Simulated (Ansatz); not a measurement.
# Pb2ICl2F: complex band structure

A new crystal, Pb2ICl2F: structure, gap and complex bands. It is built by putting I for part of the F in the PbClF structure of space group P4/nmm, with the volume rescaled by atomic radii. The parent structure comes from the Materials Project.

Main program and level: Ansatz 0.2.0; LDA DFT, plane waves, PAW files, in the first sound run; inputs show where later runs differ.

The structure was built from a prototype and need not be the compound's stable phase.

## 1. The structure

The structure is tetragonal, space group P-4m2 (No. 115). The conventional cell has a = 4.401 Å, b = 4.401 Å, c = 7.754 Å, α = 90.00°, β = 90.00°, γ = 90.00°. Pb has 2 F at 2.72 Å and 2 I at 2.72 Å nearest. Cl has 4 Pb at 3.31 Å nearest. Nearest to F lie 4 Pb at 2.72 Å. Nearest to I lie 4 Pb at 2.72 Å. It derives from PbClF. I for part of the F in the PbClF structure of space group P4/nmm. Farther neighbours and most contacts between anions are not listed.

## 2. Cell and atoms at rest

The substituted atoms don't fit the parent's cell, so cell and atoms relax together. A small smearing keeps the run stable in case the gap closes on the way.

Input file input.yaml:

```yaml
crystal:
  lattice:
    - [4.4013870569, 0.0, 0.0]
    - [0.0, 4.4013870569, 0.0]
    - [0.0, 0.0, 7.7538397994]
  atoms:
    - { symbol: Pb, position: [0.0, 0.5, 0.79490508] }
    - { symbol: Pb, position: [0.5, 0.0, 0.20509492] }
    - { symbol: Cl, position: [0.5, 0.0, 0.64891443] }
    - { symbol: Cl, position: [0.0, 0.5, 0.35108557] }
    - { symbol: F, position: [0.5, 0.5, 0.0] }
    - { symbol: I, position: [0.0, 0.0, 0.0] }
kpoints:
  mp_grid: { grid: [6, 6, 4] }
scf:
  occupations: { method: gaussian, width: 0.03 }
hamiltonian:
  xc: lda
output:
  forces: true
  stress: true
relax:
  f_tol: 0.02
  max_steps: 60
  cell: {}
```

Launch:

```bash
> ansatz run input.yaml --threads 2 --pin off --max-ram 4096MiB --backend cpu --events-out ev --progress --plain --runs-dir out
```

Numbers of over 12 decimals in the logs are rounded to 6 here.

Log:

```text
Engine: ansatz 0.2.0, x86_64-unknown-linux-gnu
Pseudopotentials: kind: paw
Pseudopotential: Pb, paw, valence charge 14, recommended cutoff 420 eV (normal), Pb.paw.azcp
Pseudopotential: Cl, paw, valence charge 7, recommended cutoff 420 eV (normal), Cl.paw.azcp
Pseudopotential: F, paw, valence charge 7, recommended cutoff 420 eV (normal), F.paw.azcp
Pseudopotential: I, paw, valence charge 17, recommended cutoff 420 eV (normal), I.paw.azcp
Functional definition: SPW92
  exchange = slater_x
  correlation = pw_c
Crystal: 6 atoms, lattice volume = 150.209 Å³
Basis set: ecut = 420 eV, 2937 PW (Γ)
Bands: 40, of which v1, the nominal top of the filled ones, is band 33 counted from 1 (32 counted from 0)
Symmetry: 8 space group operations
Space group: P-4m2 (ITA 115), of the structure as read, at distance tolerance 5.3e-5 Å
k-points: 30 of 144 (time reversal used)
Non-local potential: Pb, projectors of the file, l = 0: 2, l = 1: 2, l = 2: 2, l = 3: 2
Non-local potential: Cl, projectors of the file, l = 0: 2, l = 1: 2, l = 2: 2
Non-local potential: F, projectors of the file, l = 0: 2, l = 1: 2, l = 2: 1
Non-local potential: I, projectors of the file, l = 0: 2, l = 1: 2, l = 2: 2, l = 3: 2
PAW form: soft (Blöchl's): semilocal exchange-correlation on the pseudo side does not see the compensation charge
PAW frozen core: Pb, regenerated for the run's functional, and the local potential with it (the file was generated under x = pbe(κ = 0.804, μ = 0.219515), c = pbe(β = 0.066725))
PAW frozen core: Cl, regenerated for the run's functional, and the local potential with it (the file was generated under x = pbe(κ = 0.804, μ = 0.219515), c = pbe(β = 0.066725))
PAW frozen core: F, regenerated for the run's functional, and the local potential with it (the file was generated under x = pbe(κ = 0.804, μ = 0.219515), c = pbe(β = 0.066725))
PAW frozen core: I, regenerated for the run's functional, and the local potential with it (the file was generated under x = pbe(κ = 0.804, μ = 0.219515), c = pbe(β = 0.066725))
PAW one-centre angular grid: Pb, 590 points (default); XC on 64 Gauss nodes
PAW one-centre angular grid: Cl, 110 points (default); XC on 64 Gauss nodes
PAW one-centre angular grid: F, 110 points (default); XC on 64 Gauss nodes
PAW one-centre angular grid: I, 590 points (default); XC on 64 Gauss nodes
Initial density: superposition of atomic densities (neutral atoms: chi_scale 0, normalization atom), corrected by the library's trained network
Initial wavefunctions: pseudopotential atomic-orbital guess
Functional: x = slater, c = lda
SCF iter   1: F=—  HF=-33444.563708 eV  |F-HF|=—  |Δ(HF+E_count)|=         —  Δρ=9.51e-3  dr2=1.24e-1  ethr=1.77e-3  ⟨swp⟩=10.9  Hψ=6297  notcnv=0  defer=3
preconditioner: auto → Resta (q_TF=auto, 2.379 Å⁻¹)  ε∞=3.6  [insulator: Δε(μ)=1.884 eV  Ē_g=14.144 eV  σ=0.030 eV  W_gap=1.00  n_scr=36 (ndim 8)  ℏωp=22.7 eV  f_vac=0.046  D(μ)=0.00/eV (n_scr^D=0)  ε∞_Penn≈3.6]
SCF iter   2: F=—  HF=-33444.532007 eV  |F-HF|=—  |Δ(HF+E_count)|=   3.17e-2  Δρ=4.19e-3  dr2=1.79e-2  ethr=1.87e-4  ⟨swp⟩=2.9  Hψ=2546  notcnv=0  defer=38
SCF iter   3: F=—  HF=-33444.528120 eV  |F-HF|=—  |Δ(HF+E_count)|=   3.89e-3  Δρ=1.89e-3  dr2=4.01e-3  ethr=2.71e-5  ⟨swp⟩=2.3  Hψ=2191  notcnv=0  defer=38
SCF iter   4: F=—  HF=-33444.527109 eV  |F-HF|=—  |Δ(HF+E_count)|=   1.01e-3  Δρ=4.85e-4  dr2=2.63e-4  ethr=6.07e-6  ⟨swp⟩=2.0  Hψ=2029  notcnv=0  defer=38
SCF iter   5: F=—  HF=-33444.527062 eV  |F-HF|=—  |Δ(HF+E_count)|=   4.76e-5  Δρ=1.06e-4  dr2=1.57e-5  ethr=3.99e-7  ⟨swp⟩=2.5  Hψ=1791  notcnv=0  defer=38
SCF iter   6: F=—  HF=-33444.527067 eV  |F-HF|=—  |Δ(HF+E_count)|=   5.04e-6  Δρ=3.29e-5  dr2=2.18e-6  ethr=2.38e-8  ⟨swp⟩=2.1  Hψ=2024  notcnv=0  defer=38
SCF iter   7: F=—  HF=-33444.527067 eV  |F-HF|=—  |Δ(HF+E_count)|=   8.61e-8  Δρ=8.42e-6  dr2=1.54e-7  ethr=3.30e-9  ⟨swp⟩=3.0  Hψ=2182  notcnv=0  defer=38
SCF iter   8: F=-33444.527067 eV  HF=-33444.527067 eV  |F-HF|=8.95e-10  |Δ(HF+E_count)|=   1.83e-8  Δρ=2.45e-6  dr2=9.66e-9  ethr=1.52e-10  ⟨swp⟩=5.2  Hψ=4352  notcnv=0
SCF 1 converged in 8 iterations: F = -33444.527067 eV  dr2 = 9.66e-9
  greatest PAW one-centre occupation: 1.000 electrons in one spin orbital (limit 2), on the I atom at site 5 (counted from 0), in its partial waves of l = 2
relax step   1: F+E_penalty+E_count = -33444.52706672 eV  Δ(F+E_penalty+E_count) = +0.000e0 eV  max|allowed force component| = 3.664e0 eV/Å  Δτ_max = 0.0000 Å  P = +5.730 GPa  Ω = 150.209 Å³  (8 SCF iters, dr2 threshold 1.00e-7 eV, accepted)
Crystal: 6 atoms, lattice volume = 154.533 Å³
Basis set: ecut = 420 eV, 3035 PW (Γ)
Initial density: handed on by an earlier stage of this run
Initial wavefunctions: those handed on with the density
iter 1 solved again at ethr=2.07e-4 eV; its pass at ethr=3.10e-3 eV (dr2=1.37e-1 eV) is discarded
SCF iter   1: F=—  HF=-33445.654795 eV  |F-HF|=—  |Δ(HF+E_count)|=         —  Δρ=8.95e-3  dr2=1.36e-1  ethr=2.07e-4  ⟨swp⟩=2.3  Hψ=6892  notcnv=0
preconditioner: auto → Resta (q_TF=auto, 2.368 Å⁻¹)  ε∞=3.6  [insulator: Δε(μ)=2.541 eV  Ē_g=13.903 eV  σ=0.030 eV  W_gap=1.00  n_scr=36 (ndim 8)  ℏωp=22.4 eV  f_vac=0.030  D(μ)=0.00/eV (n_scr^D=0)  ε∞_Penn≈3.6]
SCF iter   2: F=—  HF=-33445.623802 eV  |F-HF|=—  |Δ(HF+E_count)|=   3.10e-2  Δρ=5.79e-3  dr2=3.43e-2  ethr=2.06e-4  ⟨swp⟩=2.4  Hψ=2312  notcnv=0  defer=1
SCF iter   3: F=—  HF=-33445.615825 eV  |F-HF|=—  |Δ(HF+E_count)|=   7.98e-3  Δρ=2.48e-3  dr2=1.33e-2  ethr=5.20e-5  ⟨swp⟩=2.0  Hψ=2433  notcnv=0  defer=28
SCF iter   4: F=—  HF=-33445.611987 eV  |F-HF|=—  |Δ(HF+E_count)|=   3.84e-3  Δρ=4.76e-4  dr2=3.66e-4  ethr=2.02e-5  ⟨swp⟩=2.0  Hψ=1622  notcnv=0  defer=28
SCF iter   5: F=—  HF=-33445.611965 eV  |F-HF|=—  |Δ(HF+E_count)|=   2.20e-5  Δρ=1.43e-4  dr2=2.67e-5  ethr=5.54e-7  ⟨swp⟩=2.0  Hψ=2007  notcnv=0  defer=28
SCF iter   6: F=—  HF=-33445.611967 eV  |F-HF|=—  |Δ(HF+E_count)|=   1.73e-6  Δρ=2.61e-5  dr2=1.38e-6  ethr=4.04e-8  ⟨swp⟩=2.0  Hψ=1689  notcnv=0  defer=28
SCF iter   7: F=-33445.611967 eV  HF=-33445.611967 eV  |F-HF|=1.74e-7  |Δ(HF+E_count)|=   3.86e-7  Δρ=9.97e-6  dr2=3.36e-7  ethr=9.09e-10  ⟨swp⟩=5.0  Hψ=4411  notcnv=0
SCF 2 converged in 7 iterations: F = -33445.611967 eV  dr2 = 3.36e-7
relax step   2: F+E_penalty+E_count = -33445.61196696 eV  Δ(F+E_penalty+E_count) = -1.085e0 eV  max|allowed force component| = 1.504e0 eV/Å  Δτ_max = 0.1957 Å  P = +0.144 GPa  Ω = 154.533 Å³  energy of the carried Pulay correction = -3.560e-3 eV  (7 SCF iters, dr2 threshold 6.00e-7 eV, accepted)
Crystal: 6 atoms, lattice volume = 147.305 Å³
Basis set: ecut = 420 eV, 2875 PW (Γ)
iter 1 solved again at ethr=1.68e-4 eV; its pass at ethr=3.10e-3 eV (dr2=1.11e-1 eV) is discarded
SCF iter   1: F=—  HF=-33446.025811 eV  |F-HF|=—  |Δ(HF+E_count)|=         —  Δρ=8.31e-3  dr2=1.12e-1  ethr=1.68e-4  ⟨swp⟩=2.1  Hψ=7451  notcnv=0
preconditioner: auto → Resta (q_TF=auto, 2.387 Å⁻¹)  ε∞=3.7  [insulator: Δε(μ)=2.096 eV  Ē_g=13.852 eV  σ=0.030 eV  W_gap=1.00  n_scr=38 (ndim 8)  ℏωp=22.9 eV  f_vac=0.013  D(μ)=0.00/eV (n_scr^D=0)  ε∞_Penn≈3.7]
SCF iter   2: F=—  HF=-33445.998368 eV  |F-HF|=—  |Δ(HF+E_count)|=   2.74e-2  Δρ=4.75e-3  dr2=2.92e-2  ethr=1.68e-4  ⟨swp⟩=2.4  Hψ=1429  notcnv=0
SCF iter   3: F=—  HF=-33445.990842 eV  |F-HF|=—  |Δ(HF+E_count)|=   7.53e-3  Δρ=2.52e-3  dr2=9.30e-3  ethr=4.43e-5  ⟨swp⟩=2.4  Hψ=2274  notcnv=0
SCF iter   4: F=—  HF=-33445.989079 eV  |F-HF|=—  |Δ(HF+E_count)|=   1.76e-3  Δρ=1.06e-3  dr2=1.26e-3  ethr=1.41e-5  ⟨swp⟩=2.0  Hψ=2282  notcnv=0  defer=5
SCF iter   5: F=—  HF=-33445.988837 eV  |F-HF|=—  |Δ(HF+E_count)|=   2.42e-4  Δρ=2.00e-4  dr2=6.93e-5  ethr=1.91e-6  ⟨swp⟩=2.0  Hψ=2191  notcnv=0  defer=6
SCF iter   6: F=—  HF=-33445.988835 eV  |F-HF|=—  |Δ(HF+E_count)|=   1.29e-6  Δρ=5.82e-5  dr2=5.34e-6  ethr=1.05e-7  ⟨swp⟩=2.8  Hψ=1691  notcnv=0  defer=6
SCF iter   7: F=-33445.988837 eV  HF=-33445.988837 eV  |F-HF|=1.35e-7  |Δ(HF+E_count)|=   1.46e-6  Δρ=1.31e-5  dr2=3.55e-7  ethr=9.09e-10  ⟨swp⟩=3.5  Hψ=5183  notcnv=0
SCF 3 converged in 7 iterations: F = -33445.988837 eV  dr2 = 3.55e-7
relax step   3: F+E_penalty+E_count = -33445.98883699 eV  Δ(F+E_penalty+E_count) = -3.769e-1 eV  max|allowed force component| = 1.178e-1 eV/Å  Δτ_max = 0.1996 Å  P = -0.206 GPa  Ω = 147.305 Å³  energy of the carried Pulay correction = +2.449e-3 eV  (7 SCF iters, dr2 threshold 6.00e-7 eV, accepted)
[...]
relax step   4: F+E_penalty+E_count = -33445.99446587 eV  Δ(F+E_penalty+E_count) = -5.629e-3 eV  max|allowed force component| = 5.184e-2 eV/Å  Δτ_max = 0.0282 Å  P = -0.050 GPa  Ω = 146.659 Å³  energy of the carried Pulay correction = +3.000e-3 eV  (5 SCF iters, dr2 threshold 6.00e-7 eV, accepted)
[...]
relax step   5: F+E_penalty+E_count = -33445.99535050 eV  Δ(F+E_penalty+E_count) = -8.846e-4 eV  max|allowed force component| = 5.722e-3 eV/Å  Δτ_max = 0.0152 Å  P = -0.031 GPa  Ω = 146.731 Å³  energy of the carried Pulay correction = +2.939e-3 eV  (5 SCF iters, dr2 threshold 1.68e-7 eV, accepted)
[...]
relax step   6: F+E_penalty+E_count = -33445.99380666 eV  Δ(F+E_penalty+E_count) = +1.544e-3 eV  max|allowed force component| = 6.007e-3 eV/Å  Δτ_max = 0.0000 Å  P = -0.049 GPa  Ω = 146.731 Å³  stress off target by 8.97e-2 GPa  SCF on the basis re-selected at this cell (its energy is not comparable with the rows above)  (6 SCF iters)
[...]
relax step   7: F+E_penalty+E_count = -33445.99407537 eV  Δ(F+E_penalty+E_count) = -2.687e-4 eV  max|allowed force component| = 1.697e-3 eV/Å  Δτ_max = 0.0008 Å  P = -0.009 GPa  Ω = 146.593 Å³  energy of the carried Pulay correction = +1.327e-4 eV  (5 SCF iters, dr2 threshold 2.01e-8 eV, accepted)
iter 1 solved again at ethr=6.59e-8 eV; its pass at ethr=3.10e-3 eV (dr2=4.35e-5 eV) is discarded
SCF iter   1: F=—  HF=-33445.993956 eV  |F-HF|=—  |Δ(HF+E_count)|=         —  Δρ=4.04e-5  dr2=6.48e-8  ethr=6.59e-8  ⟨swp⟩=3.9  Hψ=9788  notcnv=0
preconditioner: auto → Resta (q_TF=auto, 2.389 Å⁻¹)  ε∞=3.7  [insulator: Δε(μ)=1.924 eV  Ē_g=13.847 eV  σ=0.030 eV  W_gap=1.00  n_scr=38 (ndim 8)  ℏωp=23.0 eV  f_vac=0.015  D(μ)=0.00/eV (n_scr^D=0)  ε∞_Penn≈3.7]
SCF iter   2: F=—  HF=-33445.993950 eV  |F-HF|=—  |Δ(HF+E_count)|=   5.35e-6  Δρ=2.03e-5  dr2=1.80e-8  ethr=9.81e-11  ⟨swp⟩=2.6  Hψ=2165  notcnv=0
SCF iter   3: F=—  HF=-33445.993951 eV  |F-HF|=—  |Δ(HF+E_count)|=   6.35e-7  Δρ=3.45e-6  dr2=9.17e-9  ethr=2.73e-11  ⟨swp⟩=2.0  Hψ=2041  notcnv=0
SCF iter   4: F=—  HF=-33445.993951 eV  |F-HF|=—  |Δ(HF+E_count)|=   3.45e-9  Δρ=3.45e-7  dr2=1.77e-10  ethr=1.39e-11  ⟨swp⟩=2.0  Hψ=2038  notcnv=0
SCF iter   5: F=-33445.993951 eV  HF=-33445.993951 eV  |F-HF|=2.18e-11  |Δ(HF+E_count)|=  2.91e-11  Δρ=1.74e-7  dr2=4.09e-11  ethr=1.00e-12  ⟨swp⟩=5.0  Hψ=4273  notcnv=0
SCF 8 converged in 5 iterations: F = -33445.993951 eV  dr2 = 4.09e-11
relax step   8: F+E_penalty+E_count = -33445.99395093 eV  Δ(F+E_penalty+E_count) = +1.244e-4 eV  max|allowed force component| = 1.711e-3 eV/Å  Δτ_max = 0.0000 Å  P = -0.010 GPa  Ω = 146.593 Å³  stress off target by 2.21e-2 GPa  SCF on the basis re-selected at this cell (its energy is not comparable with the rows above)  (5 SCF iters)
basis re-selected at this cell: Δ(F+E_penalty+E_count) = +1.244e-4 eV, ΔP = -0.001 GPa vs the last step (what re-selecting the basis moved, of the pressure what is left beyond the Pulay correction that the steps carried, after the strain that the cell walked since its last selection, with what the two solves' SCF thresholds leave and, on support functions, any second-order correction that the steps lacked; it is no m [...]
SCF converged after 5 iterations
Free energy (F): -33445.993951 eV
Harris-Foulkes:  -33445.993951 eV  (|F-HF|=2.18e-11)
Internal energy: -33445.993951 eV  (E = F + TS)
E sigma→0 (E₀):  -33445.993951 eV
Fermi energy:    7.940858 eV
--- Per-component energies (eV) ---
  E_band       = -521.798115
  E_kinetic    = 1291.228087
  E_local      = -5445.753920  (includes V_loc(G=0)·N_el)
  E_nonlocal   = 758.445116
  E_hartree    = 2379.895251
  E_xc         = -857.267374
  E_vxc        = -741.557226  (∫ρ·V_xc dr)
  E_paw        = -26295.745925  (= ΣΔE_a)
  E_vpaw       = -1143.953092  (= ΣTr[D̂ρ^β])
  E_aug_tail   = 0.002335  (compensation charges beyond the density's cutoff)
  E_ewald      = -5277.917543
  E_core_change = 1.120023  (= ΣΔE_core)
  E_smearing   = -0.000000  (= −TS)
  E_closure    = -0.000000  (closes the sum)
  Σ components = -33445.993951   (vs F -33445.993951, Δ=0.00e0)
--- Forces (eV/Å), atoms counted from 1 ---
  atom   1  Pb     0.00000000    -0.00000000     0.00171064
  atom   2  Pb     0.00000000    -0.00000000    -0.00171064
  atom   3  Cl    -0.00000000     0.00000000     0.00137588
  atom   4  Cl    -0.00000000     0.00000000    -0.00137588
  atom   5  F      0.00000000    -0.00000000     0.00000000
  atom   6  I     -0.00000000     0.00000000     0.00000000
  max |Σ_I F_I| component: 6.05e-17 eV/Å
--- Stress (GPa, compression-positive) ---
       -0.022122      -0.000000      -0.000000
       -0.000000      -0.022122       0.000000
       -0.000000       0.000000       0.014391
  P = ⅓ Tr σ = -0.0100 GPa (-0.100 kbar)
--- Relaxed structure (6 steps of the walk, 6 accepted, 2 SCFs on fresh bases) ---
  F+E_penalty+E_count = -33445.99395093 eV   max|allowed force component| = 1.711e-3 eV/Å   (the final SCF, on the basis selected at the relaxed cell)
  cell:  # Å, volume = 146.5929 Å³
    - [4.282829, 0, -1.3622998807184234e-17]
    - [0, 4.282829, 0]
    - [-2.3999377689978028e-17, 0, 7.991924]
  atoms:
    - { symbol: Pb, position: [2.492915555072798e-18, 0.5, 0.743922] }
    - { symbol: Pb, position: [0.5, 0, 0.256078] }
    - { symbol: Cl, position: [0.5, 0, 0.639570] }
    - { symbol: Cl, position: [-4.568885912005968e-19, 0.5, 0.360430] }
    - { symbol: F, position: [0.5, 0.5, -1.4914962744102153e-19] }
    - { symbol: I, position: [0, 0, -1.4914962744102097e-19] }
```

Run time: 27 s. Hardware: 2 threads of Intel Xeon 6975P-C (Granite Rapids), shared host; peak memory 0.54 GiB; 53 s of CPU time.

Step by step:

| step | energy less that of the first step (eV) | largest force component (eV/Å) | pressure (GPa) | volume (Å³) |
| --- | --- | --- | --- | --- |
| 1 | 0.0000 | 3.6638 | 5.73 | 150.21 |
| 2 | -1.0849 | 1.5037 | 0.14 | 154.53 |
| 3 | -1.4618 | 0.1178 | -0.21 | 147.31 |
| 4 | -1.4674 | 0.0518 | -0.05 | 146.66 |
| 5 | -1.4683 | 0.0057 | -0.03 | 146.73 |
| 6* | -1.4667 | 0.0060 | -0.05 | 146.73 |
| 7 | -1.4670 | 0.0017 | -0.01 | 146.59 |
| 8* | -1.4669 | 0.0017 | -0.01 | 146.59 |

Relaxation steps marked * repeat the geometry before them on a plane-wave basis chosen anew for their cell, so energy and pressure can jump there.

The run keeps the 8 symmetry operations that it works with, so distortions that break them were not tested.

| conventional cell, symmetrised | before | after | change |
| --- | --- | --- | --- |
| a (Å) | 4.401 | 4.283 | -2.7 % |
| b (Å) | 4.401 | 4.283 | -2.7 % |
| c (Å) | 7.754 | 7.992 | +3.1 % |
| volume (Å³/atom) | 25.03 | 24.43 | -2.4 % |

The atoms that moved most (Å, as changes of fractional coordinates times the final cell):

| atom | dx | dy | dz | length |
| --- | --- | --- | --- | --- |
| Pb2 | 0.000 | 0.000 | 0.407 | 0.407 |
| Pb1 | 0.000 | 0.000 | -0.407 | 0.407 |
| Cl4 | 0.000 | 0.000 | 0.075 | 0.075 |
| Cl3 | 0.000 | 0.000 | -0.075 | 0.075 |

Final coordinates:

```xyz
6
Lattice="4.2828 0.0000 0.0000 0.0000 4.2828 0.0000 0.0000 0.0000 7.9919" Properties=species:S:1:pos:R:3 pbc="T T T"
Pb    0.0000    2.1414    5.9454
Pb    2.1414    0.0000    2.0466
Cl    2.1414    0.0000    5.1114
Cl    0.0000    2.1414    2.8805
F     2.1414    2.1414    0.0000
I     0.0000    0.0000    0.0000
```

This step gave:

```
free energy  : -33445.9940 eV
Fermi energy : 7.941 eV
pressure     : -0.009951 GPa
```

The largest force component on a free atom ends at 0.0017 eV/Å.

(Part 1 of 3 ends here.)

[Logs are printed without paths, hosts, clocks, repeated set-up lines and the standing remarks that a program may print on its own settings, such as how far it seeks lower states.]

[Hosts, paths, dates, database ids (printed as entryN), source tags and the programs' standing remarks are cut or masked in the printed files.]

[New means built here by substitution; the compound itself may be known and measured.]
